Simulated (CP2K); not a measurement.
Consider aminooxirane at its PBE geometry (Å).

```xyz
9

N     1.3221   -0.1101    0.4043
C     0.0856   -0.4608   -0.1896
C    -1.1540    0.2566    0.1177
O    -0.5432    0.4219   -1.1936
H     1.3675    0.8835    0.6322
H     2.1119   -0.3438   -0.1978
H     0.0275   -1.5164   -0.4664
H    -2.1128   -0.2704    0.1287
H    -1.1046    1.1396    0.7644
```

Method: CP2K XAS_TDP, all-electron GAPW, PBEh(45%), aug-cc-pVDZ, TDA, GW2X-corrected core level, no relativity.

Question: Where do the C K-edge lines lie, and how strong are they?

Leading lines: C2 292.06 eV and C3 290.96 eV. The leading line of an atom is its first one with 35 % of the strongest within 2.5 eV of its lowest line over the strength cut. Core ionisation energies at this level: C2 294.44 and C3 293.67 eV.

The first six lines of each atom with a strength over 0.0015:

```
                        atom  energy (eV)  states  strength, one atom  above the computed threshold
C2 (bonded to C, N, O and H)       292.06       1              0.0609                              
                                   292.41       1              0.0154                              
                                   293.04       1              0.0069                              
                                   293.19       1              0.0041                              
                                   293.40       1              0.0054                              
                                   294.41       1              0.0025                              
 C3 (bonded to C, O and 2 H)       290.96       1              0.0429                              
                                   291.66       1              0.0072                              
                                   292.08       1              0.0197                              
                                   293.06       1              0.0163                              
                                   293.31       1              0.0072                              
                                   293.55       1              0.0026
```

Lines are vertical, at one geometry, with no vibrational structure. GW2X ionisation energies and lines can be off by 1 to 2 eV either way, and a good line position may hide errors that cancel. These values hold no scalar relativity, about 0.1 eV for C 1s. Rydberg lines, and the discretised continuum above threshold, depend on the basis and the box.

[Banner, clock and machine lines of the logs are left out without a mark of their own.]

[Logs are printed without paths, hosts, clocks, repeated set-up lines and the standing remarks that a program may print on its own settings, such as how far it seeks lower states.]

[Hosts, paths, dates, database ids (printed as entryN), source tags and the programs' standing remarks are cut or masked in the printed files.]
